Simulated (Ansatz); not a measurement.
# SrLiH3 (model cell, started as cubic perovskite with Sr in the octahedra): following an unstable mode, part 2 of 2

Which phase does SrLiH3 (model cell, started as cubic perovskite with Sr in the octahedra) fall into along its unstable mode, and how much energy does it gain?

Ansatz 0.2.0; DFT PBEsol, scalar-relativistic, plane waves, PAW; PAW set soft_1.

So far. Step 5 (Energy along the mode, all amplitudes (two of the runs …): The energy still falls at the last step, so the rise lies beyond the steps tried. Step 7 (The new phase in its own primitive cell): The largest force component left is 0.051 meV/Å and the pressure is -0.002 GPa, within the tolerances set. The cell now holds 17.32 Å³/atom. The relaxed cell has a = 6.258, c = 8.844 Å (conventional setting).

The structure was built from a prototype and need not be the compound's stable phase.

## (8) Modes of the new phase, k-mesh 6×6×6

A relaxed structure may still be a saddle point, so its zone-centre modes are computed. The response to a homogeneous field gives the Born charges and the dielectric tensor.

Contents of input.yaml:

```yaml
crystal:
  lattice:
    - [-3.1289495314, 3.1289495314, 4.421983462]
    - [3.1289495314, -3.1289495314, 4.421983462]
    - [3.1289495314, 3.1289495314, -4.421983462]
  atoms:
    - { symbol: Li, position: [0.75, 0.25, 0.5] }
    - { symbol: Li, position: [0.25, 0.75, 0.5] }
    - { symbol: Sr, position: [0.5, 0.5, 0.0] }
    - { symbol: Sr, position: [0.0, 0.0, 0.0] }
    - { symbol: H, position: [0.644286101, 0.855713899, 0.5] }
    - { symbol: H, position: [0.355713899, 0.144286101, 0.5] }
    - { symbol: H, position: [0.75, 0.75, 0.0] }
    - { symbol: H, position: [0.25, 0.25, 0.0] }
    - { symbol: H, position: [0.144286101, 0.644286101, 0.788572202] }
    - { symbol: H, position: [0.855713899, 0.355713899, 0.211427798] }
kpoints:
  mp_grid: { grid: [6, 6, 6] }
hamiltonian:
  xc: pbesol
  pseudopotentials: { kind: paw, azcp: { folder: soft_1 }, xc_functional: pbe }
scf:
  occupations: { method: fixed }
output:
  eigenvalues: true
phonons:
  method: dfpt
  dielectric: true
  rigid_motions: translations
```

Command:

```bash
$ ansatz run input.yaml --threads 8 --pin off --max-ram 16384MiB --backend cpu --events-out ev --progress --plain --runs-dir out
```

The job ended after 68 s (8 threads of Intel Xeon at 2.60GHz (Ice Lake), shared host; peak memory 2.1 GiB; 7.6 min of CPU time).

Read from the output:

| Property | Result |
| --- | --- |
| sum-rule residual before enforcement | 1.56e-4 eV/Å² |
| miss of the charge sum rule | 0.002678 e |
| estimated error of the dielectric tensor | 0.01341 |
| estimated error of the Born charges | 0.01132 e |
| point group | 4/mmm |
| highest optical mode at the zone centre (no LO-TO term) | 1527 cm⁻¹ |
| lowest optical zone-centre mode | -649.3 cm⁻¹ |
| mean high-frequency dielectric constant | 3.891 |
| largest Born charge (third of the trace) | 1.795 e |
| top of the zone-centre spectrum with the field | 1527 cm⁻¹ |

Without the LO-TO term. Patterns of degenerate modes are one choice out of their space. Modes at Γ, with each element's share of the kinetic energy (negative means imaginary):

```
mode  frequency (cm⁻¹)  symmetry  Li %  Sr %  H %
   1            -649.3        Eg     0     0  100
   2            -649.3        Eg     0     0  100
   3            -507.1        Eu     9     0   91
   4            -507.1        Eu     9     0   91
   5            -443.9       A2u    43     0   57
   6            -285.1        Eg    71     0   29
   7            -285.1        Eg    71     0   29
   8            -199.1       B1u     0     0  100
   9            -175.3       B2g    99     0    1
  10               0.0  acoustic     7    90    3
  11               0.0  acoustic     7    90    3
  12               0.0  acoustic     7    90    3
  13             110.3        Eu     2    94    4
  14             110.3        Eu     2    94    4
  15             174.3       A1u     0   100    0
  16             191.2        Eu    79    10   11
  17             191.2        Eu    79    10   11
  18             298.1       A2u    50     9   41
  19             345.1        Eu     3     5   92
  20             345.1        Eu     3     5   92
  21             481.6        Eg    29     0   71
  22             481.6        Eg    29     0   71
  23             759.7       A1g     0     0  100
  24             829.9       B2g     1     0   99
  25            1006.5       B1g     0     0  100
  26            1023.9        Eu     0     1   99
  27            1023.9        Eu     0     1   99
  28            1067.6       A2g     0     0  100
  29            1475.1       A2u     0     1   99
  30            1526.6       A2g     0     0  100
```

Displacements in mode 2 (-649.3 cm⁻¹), the largest set to 1:
```
Li1  0.00 -0.01  0.00
Li2  0.00  0.01  0.00
Sr3  0.00  0.00  0.00
Sr4  0.00  0.00  0.00
H5   0.00  0.00 -0.87
H6   0.00  0.00  0.87
H7   0.04  1.00  0.00
H8  -0.04 -1.00  0.00
H9   0.00  0.00  0.80
H10  0.00  0.00 -0.80
```

Displacements in mode 7 (-285.1 cm⁻¹), the largest set to 1:
```
Li1  0.00  0.77  0.00
Li2  0.00 -0.77  0.00
Sr3  0.00  0.00  0.00
Sr4  0.00  0.00  0.00
H5   0.00  0.00  0.55
H6   0.00  0.00 -0.55
H7   0.00  1.00  0.00
H8   0.00 -1.00  0.00
H9   0.00  0.00 -0.55
H10  0.00  0.00  0.55
```

Optical modes at the zone centre, without and with the macroscopic field of the longitudinal modes; each column is sorted by frequency, so a row need not hold one and the same mode. Modes with and without the field, by row:

```
rank among optical modes  no field (cm⁻¹)  q along (1, 0, 0) (cm⁻¹)  q along (0, 0, 1) (cm⁻¹)
                       1           -649.3                    -649.3                    -649.3
                       2           -649.3                    -649.3                    -649.3
                       3           -507.1                    -507.1                    -507.1
                       4           -507.1                    -443.9                    -507.1
                       5           -443.9                      -373                    -285.1
                       6           -285.1                    -285.1                    -285.1
                       7           -285.1                    -285.1                    -199.1
                       8           -199.1                    -199.1                    -175.3
                       9           -175.3                    -175.3                      40.2
                      10            110.3                     110.3                     110.3
                      11            110.3                     118.6                     110.3
                      12            174.3                     174.3                     174.3
                      13            191.2                     191.2                     191.2
                      14            191.2                     200.8                     191.2
                      15            298.1                     298.1                     345.1
                      16            345.1                     345.1                     345.1
                      17            345.1                     481.6                     481.6
                      18            481.6                     481.6                     481.6
                      19            481.6                     566.4                     489.2
                      20            759.7                     759.7                     759.7
                      21            829.9                     829.9                     829.9
                      22             1006                      1006                      1006
                      23             1024                      1024                      1024
                      24             1024                      1068                      1024
                      25             1068                      1110                      1068
                      26             1475                      1475                      1521
                      27             1527                      1527                      1527
```

Born charge (rows field, columns displacement) (e), principal values of the symmetric part by kind of site:

```
atom  atoms with these values    low  middle   high   mean
 Li1                        2   1.17    1.17   1.52   1.29
 Sr3                        2   1.52    1.93   1.93   1.80
  H5                        4  -1.05   -1.03  -0.99  -1.03
  H7                        2  -1.08   -1.08  -0.93  -1.03
```

In full for Sr3:

```
 1.93 -0.02  0.00
 0.02  1.93  0.00
 0.00  0.00  1.52
```

High-frequency dielectric tensor:

```
3.84 0.00 0.00
0.00 3.84 0.00
0.00 0.00 3.99
```

Transverse modes; imaginary modes are left out. Lines of the infrared spectrum (strongest = 100):

```
position (cm⁻¹)  label  relative intensity
            110     Eu                 2.7
            174    A1u                 0.0
            191     Eu                 5.4
            298    A2u                  16
            345     Eu                 100
            482     Eg                 0.0
            760    A1g                 0.0
            830    B2g                 0.0
           1006    B1g                 0.0
           1024     Eu                  83
           1068    A2g                 0.0
           1475    A2u                  39
           1527    A2g                 0.0
```

Before it was imposed, the acoustic sum rule was missed by 1.6e-4 eV/Å² and the charge sum rule by 0.0027 e. Small misses are needed for a sound result but don't prove that mesh and cutoff are converged. The lowest optical mode is imaginary, 649.3i cm⁻¹, so the energy falls along it.

## (9) What came out

* unstable mode of the parent: q = (-0.5, -0.5, -0.5), 560i cm⁻¹
* depth at the lowest point sampled: 59.6 meV/atom
* largest atomic shift at that point: 0.6 Å
* space group reached: I4/mcm
* energy gained over the parent (first relaxation, on the mesh of the frozen mode): 99.1 meV/atom
* volume per atom, phase reached: 17.3 Å³
* gap on the k-mesh, phase reached: 1.21 eV
* lowest optical zone-centre mode, phase reached: -649 cm⁻¹
* highest optical mode at the zone centre (no LO-TO term), phase reached: 1527 cm⁻¹

What this shows: Along this mode the structure falls into I4/mcm, 99.1 meV/atom below the parent. At the parent's cell the well is 59.59 meV/atom deep on the steps tried, with its lowest point at a shift of 0.6 Å. That is the last step tried, so the steps alone don't bracket the bottom of the well. Relaxing atoms and cell changes the gain by +39.55 meV/atom against the lowest step (energies at zero smearing). The new phase still has an imaginary mode at the zone centre of its cell, so it is a saddle point on the way to a lower structure. Of the 4 patterns followed from this parent, this one ends 213 meV/atom above the lowest, R-3c. Differences under 1.0 meV/atom are within the error of comparing unlike cells and meshes, so the order among close phases is not settled. Each path keeps the symmetry of its pattern, so a lower phase may lie along a pattern not tried. The volume moved by more than a tenth on the k mesh of the start, so the energy gain is rough. The PAW files were made for PBE and serve the other functionals too. The starting cell was built on a prototype and not taken from a measurement, so the phase need not exist.

[Long decimals in the printed logs are rounded to 6 places.]

[Logs are printed without paths, hosts, clocks, repeated set-up lines and the standing remarks that a program may print on its own settings, such as how far it seeks lower states.]

[Hosts, paths, dates, database ids (printed as entryN), source tags and the programs' standing remarks are cut or masked in the printed files.]

[Where the starting crystal was built by hand or by swapping elements, it need not be the compound's stable phase.]
